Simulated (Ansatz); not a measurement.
# What BiN (model cell, started as CsCl type) distorts into

Which phase does BiN (model cell, started as CsCl type) fall into along its unstable mode, and how much energy does it gain?

Calculated with Ansatz 0.2.0; DFT PBEsol, scalar-relativistic, plane waves, PAW.

The structure was built from a prototype and need not be the compound's stable phase.

### Step 1. The starting structure

It takes space group Pm-3m (No. 221, cubic). The conventional cell has a = 3.138 Å, b = 3.138 Å, c = 3.138 Å, α = 90.00°, β = 90.00°, γ = 90.00°. Nearest to Bi lie 8 N at 2.72 Å. N has 8 Bi at 2.72 Å nearest. Farther neighbours, and contacts between anions beyond the nearest, are not listed.

### Step 2. The dispersion

Stability and thermal properties need the whole zone. Linear response on a 4×4×4 q mesh gives force constants as far as a supercell of that size would.

The input, input.yaml:

```yaml
crystal:
  lattice:
    - [3.1375731501, 0.0, 0.0]
    - [0.0, 3.1375731501, 0.0]
    - [0.0, 0.0, 3.1375731501]
  atoms:
    - { symbol: Bi, position: [0.0, 0.0, 0.0] }
    - { symbol: "N", position: [0.5, 0.5, 0.5] }
kpoints:
  mp_grid: { grid: [16, 16, 16] }
hamiltonian:
  xc: pbesol
scf:
  occupations: { method: methfessel_paxton, width: 0.2 }
output:
  eigenvalues: true
phonons:
  method: dfpt
  qmesh: [4, 4, 4]
  temperatures: { t_max: 1000, t_step: 50 }
  qpath:
    path:
      - [[0.0, 0.0, 0.0], [0.0, 0.5, 0.0], [0.5, 0.5, 0.0], [0.0, 0.0, 0.0], [0.5, 0.5, 0.5], [0.0, 0.5, 0.0]]
      - [[0.5, 0.5, 0.5], [0.5, 0.5, 0.0]]
    npoints: 10
```

Started as:

```bash
$ ansatz run input.yaml --threads 4 --pin off --max-ram 7168MiB --backend cpu --events-out ev --progress --plain --runs-dir out
```

What it wrote:

```text
Engine: ansatz 0.2.0, aarch64-unknown-linux-gnu
Pseudopotentials: kind: paw
Pseudopotential: Bi, paw, valence charge 15, recommended cutoff 420 eV (normal), Bi.paw.azcp
Pseudopotential: N, paw, valence charge 5, recommended cutoff 420 eV (normal), N.paw.azcp
Functional definition: PBEsol
  exchange = pbesol_x
  correlation = pbesol_c
Crystal: 2 atoms, lattice volume = 30.887 Å³
Basis set: ecut = 420 eV, 619 PW (Γ), exchange–correlation on 48×48×48 points (8 copies of the dense FFT grid, shifted against one another)
Bands: 14, of which v1, the nominal top of the filled ones, is band 10 counted from 1 (9 counted from 0)
Symmetry: 48 space group operations
k-points: 165 of 4096
Non-local potential: Bi, projectors of the file, l = 0: 2, l = 1: 2, l = 2: 2, l = 3: 2
Non-local potential: N, projectors of the file, l = 0: 2, l = 1: 2, l = 2: 1
PAW form: soft (Blöchl's): semilocal exchange-correlation on the pseudo side does not see the compensation charge
PAW frozen core: Bi, regenerated for the run's functional, and the local potential with it (the file was generated under x = pbe(κ = 0.804, μ = 0.219515), c = pbe(β = 0.066725))
PAW frozen core: N, regenerated for the run's functional, and the local potential with it (the file was generated under x = pbe(κ = 0.804, μ = 0.219515), c = pbe(β = 0.066725))
PAW one-centre angular grid: Bi, 590 points (default); XC on 64 Gauss nodes
PAW one-centre angular grid: N, 110 points (default); XC on 64 Gauss nodes
Initial density: superposition of atomic densities (neutral atoms: chi_scale 0, normalization atom), corrected by the library's trained network
Initial wavefunctions: pseudopotential atomic-orbital guess
Functional: x = pbesol(κ = 0.804, μ = 0.123457), c = pbesol(β = 0.046)
SCF iter   1: F=—  HF=-12618.040732 eV  |F-HF|=—  |Δ(HF+E_count)|=         —  Δρ=1.74e-2  dr2=1.23e-1  ethr=1.77e-3  ⟨swp⟩=5.0  Hψ=11301  notcnv=0
preconditioner: auto → none  [metal: Δε(μ)=0.019 eV  Ē_g=19.990 eV  σ=0.200 eV  W_gap=0.08  n_scr=6 (ndim 8)  ℏωp=29.9 eV  f_vac=0.000  D(μ)=0.96/eV (n_scr^D=6)  sad-step TF]
SCF iter   2: F=—  HF=-12618.028030 eV  |F-HF|=—  |Δ(HF+E_count)|=   1.27e-2  S|Δr|=    0.00e0  Δρ=1.25e-2  dr2=6.86e-2  ethr=6.15e-4  ⟨swp⟩=1.0  Hψ=3630  notcnv=0
SCF iter   3: F=—  HF=-12618.014426 eV  |F-HF|=—  |Δ(HF+E_count)|=   1.36e-2  S|Δr|=    0.00e0  Δρ=1.17e-3  dr2=4.15e-4  ethr=3.43e-4  ⟨swp⟩=1.5  Hψ=2414  notcnv=0
SCF iter   4: F=—  HF=-12618.014518 eV  |F-HF|=—  |Δ(HF+E_count)|=   9.19e-5  S|Δr|=    0.00e0  Δρ=2.02e-4  dr2=3.22e-6  ethr=2.08e-6  ⟨swp⟩=2.0  Hψ=2773  notcnv=0
SCF iter   5: F=—  HF=-12618.014536 eV  |F-HF|=—  |Δ(HF+E_count)|=   1.74e-5  S|Δr|=    0.00e0  Δρ=4.43e-5  dr2=6.58e-7  ethr=1.61e-8  ⟨swp⟩=2.0  Hψ=3982  notcnv=0
SCF iter   6: F=—  HF=-12618.014532 eV  |F-HF|=—  |Δ(HF+E_count)|=   4.23e-6  S|Δr|=    0.00e0  Δρ=1.12e-5  dr2=3.72e-8  ethr=3.29e-9  ⟨swp⟩=2.4  Hψ=3697  notcnv=0
SCF iter   7: F=—  HF=-12618.014531 eV  |F-HF|=—  |Δ(HF+E_count)|=   4.87e-9  S|Δr|=    0.00e0  Δρ=2.41e-6  dr2=2.30e-9  ethr=1.86e-10  ⟨swp⟩=2.0  Hψ=2774  notcnv=0
SCF iter   8: F=—  HF=-12618.014531 eV  |F-HF|=—  |Δ(HF+E_count)|=  6.08e-10  S|Δr|=    0.00e0  Δρ=1.96e-7  dr2=1.30e-11  ethr=1.15e-11  ⟨swp⟩=2.0  Hψ=2723  notcnv=0
SCF iter   9: F=-12618.014531 eV  HF=-12618.014531 eV  |F-HF|=1.82e-12  |Δ(HF+E_count)|=  9.09e-12  S|Δr|=    0.00e0  Δρ=6.35e-8  dr2=1.40e-12  ethr=1.00e-12  ⟨swp⟩=5.8  Hψ=10098  notcnv=0
the search or the solves at the SCF's close seem to have found levels that the self-consistency loop had missed (the run counts 2). By its estimate they hold under 1e-12 electrons; where the run keeps them, the occupations were computed again with them
SCF 1 converged in 9 iterations: F = -12618.014531 eV  dr2 = 1.40e-12
  greatest PAW one-centre occupation: 0.990 electrons in one spin orbital (limit 2), on the Bi atom at site 0 (counted from 0), in its partial waves of l = 2
Initial density: read from a saved state, or passed on in memory by an earlier SCF of this step, an earlier step, the calling program or the single point that the run made first
iter 1 solved again at ethr=1.80e-7 eV; its pass at ethr=3.10e-3 eV (dr2=3.59e-5 eV) is discarded
SCF iter   1: F=—  HF=-12618.014522 eV  |F-HF|=—  |Δ(HF+E_count)|=         —  Δρ=9.28e-7  dr2=1.12e-10  ethr=1.80e-7  ⟨swp⟩=3.2  Hψ=18818  notcnv=0
eigensolver tolerance schedule: the retry pair's looser diagonalisation over-reported the residual by 320188.76 of it (diagonalisation noise at an unbounded share of the residual, at the tolerance the schedule requests for it); recorded, not acted on — ethr = c·dr2/N_el stays at c = 1.0e-1
preconditioner: auto → none  [metal: Δε(μ)=0.018 eV  Ē_g=19.968 eV  σ=0.200 eV  W_gap=0.08  n_scr=6 (ndim 8)  ℏωp=29.9 eV  f_vac=0.000  D(μ)=1.11/eV (n_scr^D=6)]
SCF iter   2: F=—  HF=-12618.014531 eV  |F-HF|=—  |Δ(HF+E_count)|=   9.20e-6  S|Δr|=    0.00e0  Δρ=6.34e-7  dr2=6.42e-11  ethr=1.00e-12  ⟨swp⟩=4.1  Hψ=6531  notcnv=0
SCF iter   3: F=—  HF=-12618.014531 eV  |F-HF|=—  |Δ(HF+E_count)|=  1.27e-11  S|Δr|=    0.00e0  Δρ=3.81e-7  dr2=2.16e-11  ethr=1.00e-12  ⟨swp⟩=1.0  Hψ=2310  notcnv=0
SCF iter   4: F=-12618.014531 eV  HF=-12618.014531 eV  |F-HF|=7.28e-12  |Δ(HF+E_count)|=  3.64e-12  S|Δr|=    0.00e0  Δρ=2.58e-7  dr2=9.83e-12  ethr=1.00e-12  ⟨swp⟩=3.7  Hψ=6909  notcnv=0
SCF 2 converged in 4 iterations: F = -12618.014531 eV  dr2 = 9.83e-12
phonons: the bands overlap, so this run is a metal and interpolates without the dipole-dipole term. If the crystal is really an insulator or semiconductor, its LO-TO splitting is missing
NSCF: frozen V_eff on 165 k-points
NSCF: frozen V_eff on 405 k-points
DFPT response loops at q = (0, 0, 0) (fractional): preconditioner auto → Kerker (q_TF=auto, 2.538 Å⁻¹) (partly filled bands, converged f_vac=0.000); β = 1.00, the filter's whole step (`scf.mixing.beta` (0.50) is not read by the response loops under this deck's `scf.mixing.preconditioner`; to damp them name `kerker` or `kerker_dos`, under which they read `scf.mixing.beta`, and type it under 1.00, their step now; both keys bind the ground state too); Broyden in place of MSR1
NSCF: frozen V_eff on 2592 k-points
DFPT response loops at q = (0, 0, 0.25) (fractional): mixed as the last ones told, above
NSCF: frozen V_eff on 1458 k-points
DFPT response loops at q = (0, 0, -0.5) (fractional): mixed as the last ones told, above
NSCF: frozen V_eff on 4608 k-points
DFPT response loops at q = (0, 0.25, 0.25) (fractional): mixed as the last ones told, above
NSCF: frozen V_eff on 2592 k-points
DFPT response loops at q = (0, 0.25, -0.5) (fractional): mixed as the last ones told, above
NSCF: frozen V_eff on 1458 k-points
DFPT response loops at q = (0, -0.5, -0.5) (fractional): mixed as the last ones told, above
NSCF: frozen V_eff on 4352 k-points
DFPT response loops at q = (0.25, 0.25, 0.25) (fractional): mixed as the last ones told, above
NSCF: frozen V_eff on 4608 k-points
DFPT response loops at q = (0.25, 0.25, -0.5) (fractional): mixed as the last ones told, above
NSCF: frozen V_eff on 2592 k-points
DFPT response loops at q = (0.25, -0.5, -0.5) (fractional): mixed as the last ones told, above
NSCF: frozen V_eff on 810 k-points
DFPT response loops at q = (-0.5, -0.5, -0.5) (fractional): mixed as the last ones told, above
SCF converged after 9 iterations
Stability not checked: this state was not tested for a lower state beside it, because cold or Methfessel-Paxton smearing, or corrected tetrahedra, fill the levels in a way that the test cannot read (fill_not_monotonic; see scf.lower_state_search)
Free energy (F): -12618.014531 eV
Harris-Foulkes:  -12618.014531 eV  (|F-HF|=1.82e-12)
Internal energy: -12618.012258 eV  (E = F + TS)
E sigma→0 (E₀):  -12618.013963 eV
Entropy (-TS):   -0.002273 eV (-1.137 meV/atom)
Fermi energy:    14.075434 eV
--- Per-component energies (eV) ---
  E_band       = -11.135711
  E_kinetic    = 427.275591
  E_local      = -1299.966551  (includes V_loc(G=0)·N_el)
  E_nonlocal   = 611.031923
  E_hartree    = 388.041800
  E_xc         = -210.196373
  E_vxc        = -220.509027  (∫ρ·V_xc dr)
  E_paw        = -10630.590154  (= ΣΔE_a)
  E_vpaw       = -305.050799  (= ΣTr[D̂ρ^β])
  E_aug_tail   = -0.000452  (compensation charges beyond the density's cutoff)
  E_ewald      = -1903.725895
  E_core_change = 0.117851  (= ΣΔE_core)
  E_smearing   = -0.002273  (= −TS)
  E_closure    = 0.000000  (closes the sum)
  Σ components = -12618.014531   (vs F -12618.014531, Δ=0.00e0)
--- Band table (eV; the first three rows and the last of 165) ---
  k-point 0: bands = [... 6 lower, 5.8742, 12.1076, 12.1076, 12.1076, 21.4127, 21.4127, 21.4127, 21.4204]
  k-point 1: bands = [... 6 lower, 5.7756, 12.0812, 12.1537, 12.1537, 20.4386, 21.3493, 21.3493, 21.4557]
  k-point 2: bands = [... 6 lower, 5.4827, 12.0266, 12.2887, 12.2887, 19.4158, 21.1599, 21.1599, 21.5619]
  k-point 164: bands = [... 6 lower, 6.9238, 11.4893, 11.4893, 11.4893, 12.1666, 12.1666, 12.1666, 27.6492]
--- Phonons (Γ-DFPT): 2 representative perturbations + reference (Σ response iterations 6) ---
  ASR residual: 5.796e-5 → 0.000e0 eV/Å²; symmetrization residual: 1.370e-6 eV/Å²
  ASR residual per site (eV/Å²): 3.94e-6 5.80e-5
  Γ frequencies (cm⁻¹): -249.68 -249.68 -249.68 0.00 0.00 0.00
--- Phonons (arbitrary-q DFPT): 10 irreducible q on the 4×4×4 mesh ---
  q = [0.0000, 0.0000, 0.0000] (star 1, of the zone-centre solve; hermiticity 9.10e-7, symmetrization 3.93e-13): -249.68 -249.68 -249.68 -0.00 0.00 0.00
  q = [0.0000, 0.0000, 0.2500] (star 6, 4 solved perturbations in 4032 linear systems a pass and spin channel, the states on 1296 of 4096 k-point pairs; hermiticity 2.14e-7, symmetrization 3.35e-13): -207.21 -207.21 -30.76 -30.76 106.19 169.36
  q = [0.0000, 0.0000, -0.5000] (star 3, 4 solved perturbations in 2268 linear systems a pass and spin channel, the states on 729 of 4096 k-point pairs; hermiticity 2.49e-14, symmetrization 3.56e-13): -62.09 -62.09 79.90 79.90 166.29 320.70
  q = [0.0000, 0.2500, 0.2500] (star 12, 4 solved perturbations in 7056 linear systems a pass and spin channel, the states on 2304 of 4096 k-point pairs; hermiticity 2.73e-7, symmetrization 4.63e-13): -204.59 -201.36 -55.88 101.24 108.39 238.24
  q = [0.0000, 0.2500, -0.5000] (star 12, 6 solved perturbations on 1296 of 4096 k-point pairs; hermiticity 2.78e-7, symmetrization 8.39e-15): -169.57 -76.51 48.66 51.92 169.83 231.87
  q = [0.0000, -0.5000, -0.5000] (star 3, 4 solved perturbations in 2268 linear systems a pass and spin channel, the states on 729 of 4096 k-point pairs; hermiticity 6.60e-7, symmetrization 3.67e-13): -255.52 -255.52 -228.50 -89.92 141.99 141.99
  q = [0.2500, 0.2500, 0.2500] (star 8, 2 solved perturbations on 2176 of 4096 k-point pairs; hermiticity 2.32e-7, symmetrization 7.94e-13): -85.13 -85.13 45.16 119.31 119.31 183.06
  q = [0.2500, 0.2500, -0.5000] (star 12, 4 solved perturbations in 7056 linear systems a pass and spin channel, the states on 2304 of 4096 k-point pairs; hermiticity 2.28e-7, symmetrization 3.68e-14): -254.55 -86.22 67.29 143.06 164.66 235.68
  q = [0.2500, -0.5000, -0.5000] (star 6, 4 solved perturbations in 4032 linear systems a pass and spin channel, the states on 1296 of 4096 k-point pairs; hermiticity 3.25e-7, symmetrization 3.64e-13): 55.23 71.92 71.92 170.94 170.94 202.85
  q = [-0.5000, -0.5000, -0.5000] (star 1, 2 solved perturbations on 405 of 4096 k-point pairs; hermiticity 2.48e-14, symmetrization 1.93e-12): 116.82 116.82 116.82 303.82 303.82 303.82
  sum rule: each row above includes the acoustic sum rule's correction from the zone centre's row sums; it moved no ω² by more than (1.06 cm⁻¹)²
  mesh force constants: q→R imaginary residual 4.06e-18; ASR residual 5.796e-5 → 0.000e0 eV/Å²; symmetrization residual 2.665e-15 eV/Å²
  interpolated dispersion: 62 rows × 6 modes
  density of states and harmonic sums: on the 20×20×20 q-mesh, interpolated from the force constants of a 4×4×4 supercell (no non-analytic term)
  largest difference from the sums on the solved wave vectors: F 4.56e-2 eV, S 6.82e-5 and C_V 2.26e-5 eV/K
  zero-point energy: 0.030491 eV/cell   skipped modes (ω ≤ 0): 736, of them read as no rigid motion or as one in doubt: 733 (2.575e0 modes/cell left out, lowest -258.00 cm⁻¹)   left out of the sums: 4.29e-1 of the cell's modes: C_V's classical limit lies that fraction below 3 k_B per atom; for a crystal, a wire or a layer, F and S can be off by more, and a phonons.interpolated_qmesh denser along its periods is the remedy for the sampling
```

It took 6.1 min on 4 threads of Arm Neoverse V2, shared host; peak memory 2.8 GiB.

Read from the output:

```
volume per atom                                         : 15.44 Å³
gap on the k-mesh                                       : 0 eV
sum-rule residual before enforcement                    : 5.80e-5 eV/Å²
lowest frequency on the path                            : -255.5 cm⁻¹
point group                                             : m-3m
highest frequency on path, mesh or solved points        : 320.7 cm⁻¹
highest optical mode at the zone centre (no LO-TO term) : -249.7 cm⁻¹
lowest optical zone-centre mode                         : -249.7 cm⁻¹
lowest mode on the q mesh (acoustic modes at Γ apart)   : -255.5 cm⁻¹
```

Frequencies (cm⁻¹) solved at each irreducible wavevector; negative means imaginary. Frequencies by wavevector, by row:

```csv
q in reciprocal lattice units,star,mode 1,mode 2,mode 3,mode 4,mode 5,mode 6
0 0 0,1,-249.7,-249.7,-249.7,0,0,0
0 0 0.25,6,-207.2,-207.2,-30.8,-30.8,106.2,169.4
0 0 -0.5,3,-62.1,-62.1,79.9,79.9,166.3,320.7
0 0.25 0.25,12,-204.6,-201.4,-55.9,101.2,108.4,238.2
0 0.25 -0.5,12,-169.6,-76.5,48.7,51.9,169.8,231.9
0 -0.5 -0.5,3,-255.5,-255.5,-228.5,-89.9,142,142
0.25 0.25 0.25,8,-85.1,-85.1,45.2,119.3,119.3,183.1
0.25 0.25 -0.5,12,-254.6,-86.2,67.3,143.1,164.7,235.7
0.25 -0.5 -0.5,6,55.2,71.9,71.9,170.9,170.9,202.8
-0.5 -0.5 -0.5,1,116.8,116.8,116.8,303.8,303.8,303.8
```

Interpolated from a 4×4×4 q mesh. Phonon branches along the path, in cm⁻¹:

```csv
point,branch 1,branch 2,branch 3,branch 4,branch 5,branch 6
Γ,-250,-250,-250,0,0,0
halfway,-207,-207,-31,-31,106,169
X,-62,-62,80,80,166,321
halfway,-170,-76,49,52,170,232
M,-256,-256,-228,-90,142,142
halfway,-205,-201,-56,101,108,238
Γ,-250,-250,-250,0,0,0
halfway,-85,-85,45,119,119,183
R,117,117,117,304,304,304
halfway,-254,-86,67,143,165,236
X,-62,-62,80,80,166,321
jump to R,117,117,117,304,304,304
halfway,55,72,72,171,171,203
M,-256,-256,-228,-90,142,142
```

The phonon branches as a text plot (rows in cm⁻¹):

```
    309 |      ****                          *****     ****
    285 |                                       * *        *
    261 |     *    *                        **   * *  *    *
    237 |    *             ***                   *  *       *
    213 |                              *   *      *  *      **
    189 |           *     *   *         *   *         *
    165 |   *  *******   *           **  **        ** ****   *
    141 |    **      ******              ***      ****        ***
    117 |   *     *        ***          *   ******      * ***
     93 |        * *      *  ***       *   **    ***       *
     69 |  *   ***             *     *** **       * *    *  **
     45 | *        *           **   *   *            *       *
     21 |*                       * *                    *
     -3 |*                       **
    -27 | *****   * *          **                 *   *
    -51 |       **           **                    *  ****    *
    -75 |      *  *****  ****           *           **         **
    -99 |         * *  **                                     *
   -123 |            *   *          *    ***           *
   -147 |  *  *    *
   -171 |    *       *          *      *                      **
   -195 |   *       * *   ****                     *  *
   -219 | *          *****    *  * * **                        **
   -243 |***           **      ******               **          *
         Γ      X      M          Γ            R        X|R     M
```

Symmetry leaves 10 wavevectors to solve. The lowest mode among them, the acoustic zeros apart, lies at q = (0, -0.5, -0.5) and is imaginary, 255.5i cm⁻¹, so the energy falls along it.

### Step 3. The mode frozen in, largest atomic shift 0 Å

The mode followed lies at q = (0, -0.5, -0.5) with frequency 255.5i cm⁻¹ and is 2-fold degenerate, the softest among the wavevectors solved. At small amplitude the pattern taken leaves space group no. 10 by a symmetry search on the positions. The undistorted cell that holds it gives the zero of energy on the same k mesh.

System of this step: BiN (model cell, started as CsCl type). The structure is cubic, space group Pm-3m (No. 221). Conventional cell: a = 3.138 Å, b = 3.138 Å, c = 3.138 Å, α = 90.00°, β = 90.00°, γ = 90.00°. Nearest to Bi lie 8 N at 2.72 Å. Nearest to N lie 8 Bi at 2.72 Å. Farther neighbours, and contacts between anions beyond the nearest, are not listed.

The input, input.yaml:

```yaml
crystal:
  lattice:
    - [-3.1375731501, 0.0, 0.0]
    - [0.0, -3.1375731501, -3.1375731501]
    - [0.0, -3.1375731501, 3.1375731501]
  atoms:
    - { symbol: Bi, position: [0.0, 0.5, 0.5] }
    - { symbol: Bi, position: [0.0, 1.0, 1.0] }
    - { symbol: "N", position: [0.5, 0.0, 0.5] }
    - { symbol: "N", position: [0.5, 0.5, 0.0] }
kpoints:
  mp_grid: { grid: [14, 10, 10] }
hamiltonian:
  xc: pbesol
scf:
  occupations: { method: methfessel_paxton, width: 0.2 }
output:
  forces: true
  stress: true
  eigenvalues: true
```

What it wrote:

```text
[...]
Crystal: 4 atoms, lattice volume = 61.775 Å³
Basis set: ecut = 420 eV, 1195 PW (Γ), exchange–correlation on 48×60×60 points (8 copies of the dense FFT grid, shifted against one another)
Bands: 24, of which v1, the nominal top of the filled ones, is band 20 counted from 1 (19 counted from 0)
Symmetry: 32 space group operations
[...]
k-points: 168 of 1400
[...]
k-point 0: bands = [... 16 lower, 12.1169, 12.1173, 12.1173, 13.7824, 17.8672, 17.8672, 21.4158, 21.4159, ... 4 higher]
  k-point 1: bands = [... 16 lower, 11.9796, 12.1759, 12.2754, 13.7739, 17.6764, 17.9034, 20.5791, 20.7100, ... 4 higher]
  k-point 2: bands = [... 16 lower, 11.5965, 12.3455, 12.7005, 13.7406, 17.1882, 18.0118, 19.6267, 19.9320, ... 4 higher]
  k-point 167: bands = [... 16 lower, 7.9245, 7.9245, 13.7829, 13.7829, 17.8669, 17.8669, 17.8672, 17.8672, ... 4 higher]
[key lines of the parts left out:]
SCF converged after 7 iterations
Free energy (F): -25236.025524 eV
Fermi energy:    14.103385 eV
P = ⅓ Tr σ = 0.0750 GPa (0.750 kbar)
```

The job ended after 3.8 s (4 threads; peak memory 0.49 GiB; 14 s of CPU time).

Numbers from this step:

```
pressure                         : 0.07498 GPa
energy from the undistorted cell : 0 meV/atom
```

The run ends at a pressure of 0.07 GPa.

(Part 1 of 3 ends here.)

[Long decimals in the printed logs are rounded to 6 places.]

[Logs are printed without paths, hosts, clocks, repeated set-up lines and the standing remarks that a program may print on its own settings, such as how far it seeks lower states.]

[Hosts, paths, dates, database ids (printed as entryN), source tags and the programs' standing remarks are cut or masked in the printed files.]

[Where the starting crystal was built by hand or by swapping elements, it need not be the compound's stable phase.]
